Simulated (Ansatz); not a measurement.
# Cs on Ta(110): change of the work function, part 3 of 4

How does one ordered layer of Cs (longbridge site) change the work function of Ta(110), and what dipole does each adsorbate carry?

Ansatz 0.2.0; plane-wave DFT, PBE, Ansatz PAW.

So far, work function, upper face (eV): step 2 (the clean slab) 4.76; step 3 (17 atoms, coverage 0.25 ML, cell 2x2) 1.49.

**5. The covered slab, atoms frozen**

This step: plane-wave DFT, PBE, Ansatz PAW (Ansatz 0.2.0).

To see where the charge goes, the covered slab, the bare substrate and the adsorbate layer are each run at the same frozen positions and on the same grid.

Contents of input.yaml:

```yaml
crystal:
  lattice:
    - [4.6810468914, -3.31, 0.0]
    - [4.6810468914, 3.31, 0.0]
    - [0.0, 0.0, 28.9545483541]
  atoms:
    - { symbol: Ta, position: [0.0, 0.0, 0.310831994] }
    - { symbol: Ta, position: [0.25, 0.25, 0.3916663907] }
    - { symbol: Ta, position: [0.0, 0.0, 0.4723955467] }
    - { symbol: Ta, position: [0.2498283142, 0.2498283142, 0.551606565] }
    - { symbol: Ta, position: [0.0, 0.5, 0.310831994] }
    - { symbol: Ta, position: [0.25, 0.75, 0.3916663907] }
    - { symbol: Ta, position: [0.0, 0.5, 0.4726769475] }
    - { symbol: Ta, position: [0.2493866095, 0.7506133905, 0.5506951236] }
    - { symbol: Ta, position: [0.5, 0.0, 0.310831994] }
    - { symbol: Ta, position: [0.75, 0.25, 0.3916663907] }
    - { symbol: Ta, position: [0.5, 0.0, 0.4726769475] }
    - { symbol: Ta, position: [0.7506133905, 0.2493866095, 0.5506951236] }
    - { symbol: Ta, position: [0.5, 0.5, 0.310831994] }
    - { symbol: Ta, position: [0.75, 0.75, 0.3916663907] }
    - { symbol: Ta, position: [0.5, 0.5, 0.4723671341] }
    - { symbol: Ta, position: [0.7501716858, 0.7501716858, 0.551606565] }
    - { symbol: Cs, position: [0.0, 0.0, 0.6711366966] }
kpoints:
  mp_grid: { grid: [6, 6, 1] }
hamiltonian:
  xc: pbe
scf:
  occupations: { method: fermi_dirac, width: 0.1 }
  convergence: { dr2_threshold: 1.0e-08 }
efield:
  axis: 3
  dipole_correction: true
  ramp_position: 0.97
  ramp_width: 0.06
output:
  write_potential: true
  write_density: true
  volumetric_format: npy
```

Launch:

```sh
$ ansatz run input.yaml --threads 4 --pin off --max-ram 6144MiB --backend cpu --events-out ev --progress --plain --runs-dir out
```

Standard output:

```text
[...]
Crystal: 17 atoms, lattice volume = 897.259 Å³
Basis set: ecut = 420 eV, 17597 PW (Γ)
Bands: 131, of which v1, the nominal top of the filled ones, is band 109 counted from 1 (108 counted from 0)
Symmetry: 4 space group operations
[...]
k-points: 13 of 36
[...]
SCF iter   1: F=—  HF=-164579.150183 eV  |F-HF|=—  |Δ(HF+E_count)|=         —  Δρ=4.58e-3  dr2=4.76e0  ethr=1.77e-3  p=0.616 e·Å  D=1.24e-1 V/Å  ΔV_dip=-3.59 eV  dr2_dipole=2.08e0  V_vac-E_F(+/−)=1.42/5.02 eV  ⟨swp⟩=14.9  Hψ=9782  notcnv=0
[...]
SCF iter  10: F=-164579.055090 eV  HF=-164579.055090 eV  |F-HF|=1.19e-9  |Δ(HF+E_count)|=   7.54e-9  Δρ=3.11e-7  dr2=3.78e-9  ethr=4.61e-12  p=0.563 e·Å  D=1.14e-1 V/Å  ΔV_dip=-3.29 eV  dr2_dipole=5.79e-10  V_vac-E_F(+/−)=1.49/4.78 eV  ⟨swp⟩=14.7  Hψ=5472  notcnv=0
SCF 1 converged in 10 iterations: F = -164579.055090 eV  dr2 = 3.78e-9
[...]
SCF converged after 10 iterations
Free energy (F): -164579.055090 eV
[...]
Internal energy: -164578.295220 eV  (E = F + TS)
E sigma→0 (E₀):  -164578.675155 eV
Entropy (-TS):   -0.759871 eV (-44.698 meV/atom)
Fermi energy:    4.611679 eV
Dipole field:    D = 0.113533 V/Å  (p = 0.562959 e·Å, saw-weighted, corrected)
Work function:   Φ+ = 1.4934 eV   Φ− = 4.7807 eV
[...]
--- Band table (eV; the first three rows and the last of 13) ---
  k-point 0: bands = [... 105 lower, 4.7559, 4.7755, 4.9806, 5.0129, 5.1494, 5.5654, 5.6527, 5.6592, ... 18 higher]
  k-point 1: bands = [... 105 lower, 4.5540, 4.6763, 4.8803, 4.9568, 5.1154, 5.2208, 5.2523, 5.3889, ... 18 higher]
  k-point 2: bands = [... 105 lower, 4.3511, 4.4240, 4.4358, 4.4506, 4.5564, 4.6098, 4.6799, 4.7651, ... 18 higher]
  k-point 12: bands = [... 105 lower, 4.6175, 4.7191, 4.7465, 4.7685, 4.7685, 4.7692, 4.8497, 5.0078, ... 18 higher]
```

Wall time 2.2 min (4 threads of Arm Neoverse N1, shared host); peak memory 3.2 GiB; 8.3 min of CPU time.

Numbers from this step:

| Property | Result |
| --- | --- |
| energy at zero smearing | -164578.6752 eV |
| work function, upper face | 1.493 eV |
| work function, lower face | 4.781 eV |
| dipole along the normal | 0.5630 e·Å |
| step between the vacuum levels | -3.287 eV |

The work function of the upper face is 1.49 eV.

**6. The substrate alone**

System of this step: Cs/Ta(110), substrate alone, atoms held. The cell holds 16 atoms: 16 Ta. Cell: a = 5.733 Å, b = 5.733 Å, c = 28.955 Å, α = 90.0°, β = 90.0°, γ = 70.5°. Vacuum lies along c.

The second part, atoms unmoved.

Changes to input.yaml since step 5:

```diff
@@ -22,3 +22,2 @@
     - { symbol: Ta, position: [0.7501716858, 0.7501716858, 0.551606565] }
-    - { symbol: Cs, position: [0.0, 0.0, 0.6711366966] }
 kpoints:
```

Standard output:

```text
[...]
Crystal: 16 atoms, lattice volume = 897.259 Å³
Basis set: ecut = 420 eV, 17597 PW (Γ)
Bands: 125, of which v1, the nominal top of the filled ones, is band 104 counted from 1 (103 counted from 0)
Symmetry: 4 space group operations
[...]
k-points: 13 of 36
[...]
SCF iter   1: F=—  HF=-158907.295099 eV  |F-HF|=—  |Δ(HF+E_count)|=         —  Δρ=5.41e-3  dr2=5.38e0  ethr=1.77e-3  p=0.008 e·Å  D=1.57e-3 V/Å  ΔV_dip=-0.05 eV  dr2_dipole=3.05e-2  V_vac-E_F(+/−)=4.95/5.00 eV  ⟨swp⟩=11.3  Hψ=8285  notcnv=0
[...]
SCF iter   9: F=-158907.123746 eV  HF=-158907.123746 eV  |F-HF|=8.15e-10  |Δ(HF+E_count)|=   3.63e-8  Δρ=4.72e-7  dr2=4.86e-9  ethr=4.81e-12  p=0.006 e·Å  D=1.17e-3 V/Å  ΔV_dip=-0.03 eV  dr2_dipole=2.13e-10  V_vac-E_F(+/−)=4.78/4.82 eV  ⟨swp⟩=10.2  Hψ=4827  notcnv=0
SCF 1 converged in 9 iterations: F = -158907.123746 eV  dr2 = 4.86e-9
[...]
SCF converged after 9 iterations
Free energy (F): -158907.123746 eV
[...]
Internal energy: -158906.361633 eV  (E = F + TS)
E sigma→0 (E₀):  -158906.742690 eV
Entropy (-TS):   -0.762112 eV (-47.632 meV/atom)
Fermi energy:    2.897793 eV
Dipole field:    D = 0.001165 V/Å  (p = 0.005776 e·Å, saw-weighted, corrected)
Work function:   Φ+ = 4.7814 eV   Φ− = 4.8151 eV
[...]
--- Band table (eV; the first three rows and the last of 13) ---
  k-point 0: bands = [... 100 lower, 2.7833, 3.0547, 3.2412, 3.2966, 3.4390, 3.9448, 4.0799, 4.1297, ... 17 higher]
  k-point 1: bands = [... 100 lower, 2.8185, 2.8558, 3.0247, 3.2335, 3.5191, 3.5285, 3.6325, 3.7382, ... 17 higher]
  k-point 2: bands = [... 100 lower, 2.5845, 2.6933, 2.7333, 2.7520, 2.7967, 2.8502, 2.9208, 3.0184, ... 17 higher]
  k-point 12: bands = [... 100 lower, 2.9979, 3.0017, 3.0529, 3.0713, 3.0750, 3.0754, 3.0782, 3.1473, ... 17 higher]
```

The job ended after 1.8 min (4 threads; peak memory 3 GiB).

Numbers from this step:

```
energy at zero smearing        : -158906.7427 eV
work function, upper face      : 4.781 eV
work function, lower face      : 4.815 eV
dipole along the normal        : 0.005776 e·Å
step between the vacuum levels : -0.03373 eV
```

The work function of the upper face is 4.78 eV.

**7. The adsorbate layer alone**

System of this step: Cs/Ta(110), adsorbate layer alone, atoms held. The cell holds 1 atom: 1 Cs. Cell: a = 5.733 Å, b = 5.733 Å, c = 28.955 Å, α = 90.0°, β = 90.0°, γ = 70.5°. Vacuum lies along c.

The third part; a free layer of atoms may carry a moment, so spin is on.

input.yaml, the sections that differ from step 6:

```yaml
crystal:
  lattice:
    - [4.6810468914, -3.31, 0.0]
    - [4.6810468914, 3.31, 0.0]
    - [0.0, 0.0, 28.9545483541]
  atoms:
    - { symbol: Cs, position: [0.0, 0.0, 0.6711366966], spin: 1.0 }
magnetization:
  spin_polarized: true
# kpoints, hamiltonian, scf, efield, output: as in step 6
```

Standard output:

```text
[...]
Crystal: 1 atoms, lattice volume = 897.259 Å³
Basis set: ecut = 420 eV, 17597 PW (Γ)
Bands: 9, of which v1, the nominal top of the filled ones, is band 5 counted from 1 (4 counted from 0)
Symmetry: 4 space group operations
k-points: 13 of 36
[...]
Starting moments: Σ|m| = 1 μB on 1 of 1 site
[...]
SCF iter   1: F=—  HF=-5670.398601 eV  |F-HF|=—  |Δ(HF+E_count)|=         —  Δρ=4.43e-3 (↑4.43e-3 ↓3.83e-3)  dr2=3.98e-2  dr2_m=1.39e-1  M=0.072 μB ∫|m|=0.077 μB  β_m=0.30  ethr=4.05e-4  p=0.000 e·Å  D=1.76e-8 V/Å  ΔV_dip=-0.00 eV  dr2_dipole=1.22e-10  V_vac-E_F(+/−)=2.29/2.29 eV  ⟨swp⟩=1.4  Hψ=3028  notcnv=0
[...]
spin=Collinear: LDOS preconditioning applied to the charge; magnetization (m = ρ↑ − ρ↓) channel mixes plain (no charge-response kernel on spin).
SCF iter   2: F=—  HF=-5670.465742 eV  |F-HF|=—  |Δ(HF+E_count)|=   6.71e-2  Δρ=3.12e-3 (↑3.12e-3 ↓2.73e-3)  dr2=2.45e-2  dr2_m=6.97e-2  M=0.055 μB ∫|m|=0.059 μB  β_m=0.30  ethr=4.05e-4  p=0.000 e·Å  D=1.11e-6 V/Å  ΔV_dip=-0.00 eV  dr2_dipole=1.51e-10  V_vac-E_F(+/−)=2.28/2.28 eV  ⟨swp⟩=1.5  Hψ=248  notcnv=0  κ⁻¹=1.0e0(r=1)
[...]
SCF iter   7: F=—  HF=-5670.534978 eV  |F-HF|=—  |Δ(HF+E_count)|=   2.14e-3  Δρ=5.23e-4 (↑5.22e-4 ↓5.23e-4)  dr2=2.36e-6  dr2_m=2.25e-3  M=0.016 μB ∫|m|=0.017 μB  β_m=0.34  ethr=3.78e-7  p=0.000 e·Å  D=7.43e-6 V/Å  ΔV_dip=-0.00 eV  dr2_dipole=2.47e-11  V_vac-E_F(+/−)=2.17/2.17 eV  ⟨swp⟩=2.1  Hψ=351  notcnv=0
[...]
spin-set hold released at iteration 7 (site moments contracting): the magnetisation degrees of freedom join the quasi-Newton model from the next iteration; the mixer history was flushed
SCF iter   8: F=—  HF=-5670.536151 eV  |F-HF|=—  |Δ(HF+E_count)|=   1.17e-3  Δρ=3.53e-4 (↑3.52e-4 ↓3.53e-4)  dr2=1.40e-6  dr2_m=1.02e-3  M=0.013 μB ∫|m|=0.013 μB  β_m=0.62  ethr=2.63e-8  p=0.000 e·Å  D=6.99e-6 V/Å  ΔV_dip=-0.00 eV  dr2_dipole=2.13e-11  V_vac-E_F(+/−)=2.17/2.17 eV  ⟨swp⟩=2.9  Hψ=474  notcnv=0
density mixer auto → msr1: a metal under ldos (density of states about μ 0.88 of a free-electron gas's, 30 screened modes)
SCF iter   9: F=—  HF=-5670.537188 eV  |F-HF|=—  |Δ(HF+E_count)|=   1.04e-3  Δρ=8.02e-6 (↑7.89e-6 ↓8.02e-6)  dr2=1.46e-7  dr2_m=5.13e-7  M=0.003 μB ∫|m|=0.003 μB  β_m=0.81  ethr=1.56e-8  p=0.000 e·Å  D=5.64e-6 V/Å  ΔV_dip=-0.00 eV  dr2_dipole=2.16e-13  V_vac-E_F(+/−)=2.17/2.17 eV  ⟨swp⟩=3.1  Hψ=491  notcnv=0
[...]
SCF iter  13: F=-5670.537198 eV  HF=-5670.537198 eV  |F-HF|=1.39e-10  |Δ(HF+E_count)|=   2.76e-9  Δρ=3.03e-8 (↑2.51e-8 ↓3.03e-8)  dr2=1.90e-11  dr2_m=4.64e-12  M=0.000 μB ∫|m|=0.000 μB  ethr=1.00e-12  p=0.000 e·Å  D=5.30e-6 V/Å  ΔV_dip=-0.00 eV  dr2_dipole=7.54e-13  V_vac-E_F(+/−)=2.17/2.17 eV  ⟨swp⟩=3.6  Hψ=629  notcnv=0
SCF 1 converged in 13 iterations: F = -5670.537198 eV  dr2 = 1.90e-11
[...]
WARN: the starting moments were not kept: the SCF closed with an absolute magnetisation of 1.2e-5 μB, where they sum to 1 μB in size (1 site). That is at most 0.1 of that sum. Measured as dr2_m measures the in/out step, that magnetisation stands 3.6e-12 eV from none, at or under the dr2_threshold of 1.0e-8 eV: it is no larger than a step whose dr2_m would equal this threshold. The system may hold no moment; this SCF  [...]
[...]
SCF converged after 13 iterations
Magnetization: 0.0000 μB (4.5000 up, 4.5000 down)
Absolute magnetization: 0.0000 μB (∫|ρ↑−ρ↓|, with the PAW one-centre terms)
[...]
Per-site moments (μB) at R_I (Å): [(1.778195e-8, 2.364899)]
Free energy (F): -5670.537198 eV
[...]
Internal energy: -5670.499858 eV  (E = F + TS)
E sigma→0 (E₀):  -5670.518528 eV
Entropy (-TS):   -0.037340 eV (-37.340 meV/atom)
Fermi energy:    -1.560585 eV
Dipole field:    D = 0.000006 V/Å  (p = 0.000029 e·Å, saw-weighted, corrected)
Work function:   Φ+ = 2.1734 eV   Φ− = 2.1736 eV
[...]
--- Band table (eV; the first three rows and the last of 26) ---
[...]
```

Elapsed: 21 s, on 4 threads; peak memory 1 GiB.

Read from the output:

```
energy at zero smearing   : -5670.5185 eV
work function, upper face : 2.173 eV
dipole along the normal   : 2.90e-5 e·Å
```

At this spacing and smearing the free layer keeps no moment.

**8. Density difference**

This step: plane-wave DFT, PBE, Ansatz PAW; density difference on adsorption (Ansatz 0.2.0).

The densities of the parts are taken from that of the whole and averaged over planes; the first moment of what is left gives the step in the potential.

This step gave:

```yaml
largest_charge_moved: 0.008551 e/Å²
potential_step_from_the_moved_charge: -3.253 eV
```

Planar mean, whole system less its parts. The electron density difference by z:

```csv
z (Å),electron density difference (e/Å³)
4,-3.9e-7
5,-3.2e-6
6,-2.2e-5
7,-1.1e-4
8,6.9e-5
9,3.2e-5
10,-1.3e-5
11,-9.4e-5
12,6.1e-5
13,1.7e-5
14,2.5e-4
15,-0.00115
16,3.9e-4
17,0.00597
18,0.00563
19,-0.00360
20,-0.00285
21,-0.00133
22,-9.6e-4
23,-2.1e-4
24,-7.3e-6
25,1.6e-5
26,9.3e-6
27,3.5e-6
28,9.8e-7
```

Planar mean, whole system less its parts. Table of electrons moved below z by z:

```csv
z (Å),electrons moved below z (e/Å²)
4,-1.2e-7
5,-1.7e-6
6,-1.3e-5
7,-7.6e-5
8,-1.5e-4
9,5.5e-5
10,-6.3e-5
11,2.1e-5
12,-4.9e-5
13,8.7e-5
14,2.2e-4
15,-4.0e-4
16,-7.1e-4
17,-4.6e-4
18,0.00788
19,0.00642
20,0.00307
21,0.00180
22,5.1e-4
23,3.5e-5
24,-3.3e-5
25,-2.1e-5
26,-8.4e-6
27,-2.7e-6
28,-8.3e-7
```

**9. The same run with other settings**

This step: plane-wave DFT, PBE, Ansatz PAW (Ansatz 0.2.0).

System of this step: Cs/Ta(110). The cell holds 17 atoms: 16 Ta and 1 Cs. Cell: a = 5.733 Å, b = 5.733 Å, c = 28.955 Å, α = 90.0°, β = 90.0°, γ = 70.5°. Vacuum lies along c.

An input spoilt on purpose, to show how the run answers: it repeats the earlier run at 0.25 ML with efield.amplitude to 0 and efield.dipole_correction from true to false, and scf.max_iter set to 50; its output block differs too.

Contents of input.yaml:

```yaml
crystal:
  lattice:
    - [4.6810468914, -3.31, 0.0]
    - [4.6810468914, 3.31, 0.0]
    - [0.0, 0.0, 28.9545483541]
  atoms:
    - { symbol: Ta, position: [0.0, 0.0, 0.310831994] }
    - { symbol: Ta, position: [0.25, 0.25, 0.3916663907] }
    - { symbol: Ta, position: [0.0, 0.0, 0.4726674536] }
    - { symbol: Ta, position: [0.25, 0.25, 0.5503426716] }
    - { symbol: Ta, position: [0.0, 0.5, 0.310831994] }
    - { symbol: Ta, position: [0.25, 0.75, 0.3916663907] }
    - { symbol: Ta, position: [0.0, 0.5, 0.4726674536] }
    - { symbol: Ta, position: [0.25, 0.75, 0.5503426716] }
    - { symbol: Ta, position: [0.5, 0.0, 0.310831994] }
    - { symbol: Ta, position: [0.75, 0.25, 0.3916663907] }
    - { symbol: Ta, position: [0.5, 0.0, 0.4726674536] }
    - { symbol: Ta, position: [0.75, 0.25, 0.5503426716] }
    - { symbol: Ta, position: [0.5, 0.5, 0.310831994] }
    - { symbol: Ta, position: [0.75, 0.75, 0.3916663907] }
    - { symbol: Ta, position: [0.5, 0.5, 0.4726674536] }
    - { symbol: Ta, position: [0.75, 0.75, 0.5503426716] }
    - { symbol: Cs, position: [0.0, 0.0, 0.689168006] }
kpoints:
  mp_grid: { grid: [6, 6, 1] }
hamiltonian:
  xc: pbe
scf:
  occupations: { method: fermi_dirac, width: 0.1 }
  convergence: { dr2_threshold: 1.0e-08 }
  max_iter: 50
efield:
  axis: 3
  dipole_correction: false
  ramp_position: 0.97
  ramp_width: 0.06
  amplitude: 0
relax:
  f_tol: 0.02
  max_steps: 60
  constraints: [{ sites: [0, 1, 4, 5, 8, 9, 12, 13] }]
output:
  bader: true
  dos: { projected: true, e_range: [-8, 4] }
  write_potential: true
  write_density: true
  volumetric_format: npy
```

Standard output:

```text
Error: invalid value for `efield.amplitude`: is zero with dipole_correction: false — the section would apply nothing; set a non-zero amplitude, enable dipole_correction, or remove the block
```

Elapsed: 0.03 s, on 4 threads; peak memory 0.031 GiB.

The program refused the input before any cycle.

The program's message: “Error: invalid value for `efield.amplitude`: is zero with dipole_correction: false — the section would apply nothing; set a non-zero amplitude, enable dipole_correction, or remove the block”

The fault put into the input: a field block that applies nothing.

(Part 3 of 4 ends here.)

[Long decimals in the printed logs are rounded to 6 places.]

[Logs are printed without paths, hosts, clocks, repeated set-up lines and the standing remarks that a program may print on its own settings, such as how far it seeks lower states.]

[Hosts, paths, dates, database ids (printed as entryN), source tags and the programs' standing remarks are cut or masked in the printed files.]

[Maps of the electrostatic potential energy from Ansatz leave out the sawtooth potential of an applied field or a dipole correction, so their vacuum need not be flat; planar profiles and work functions include it.]
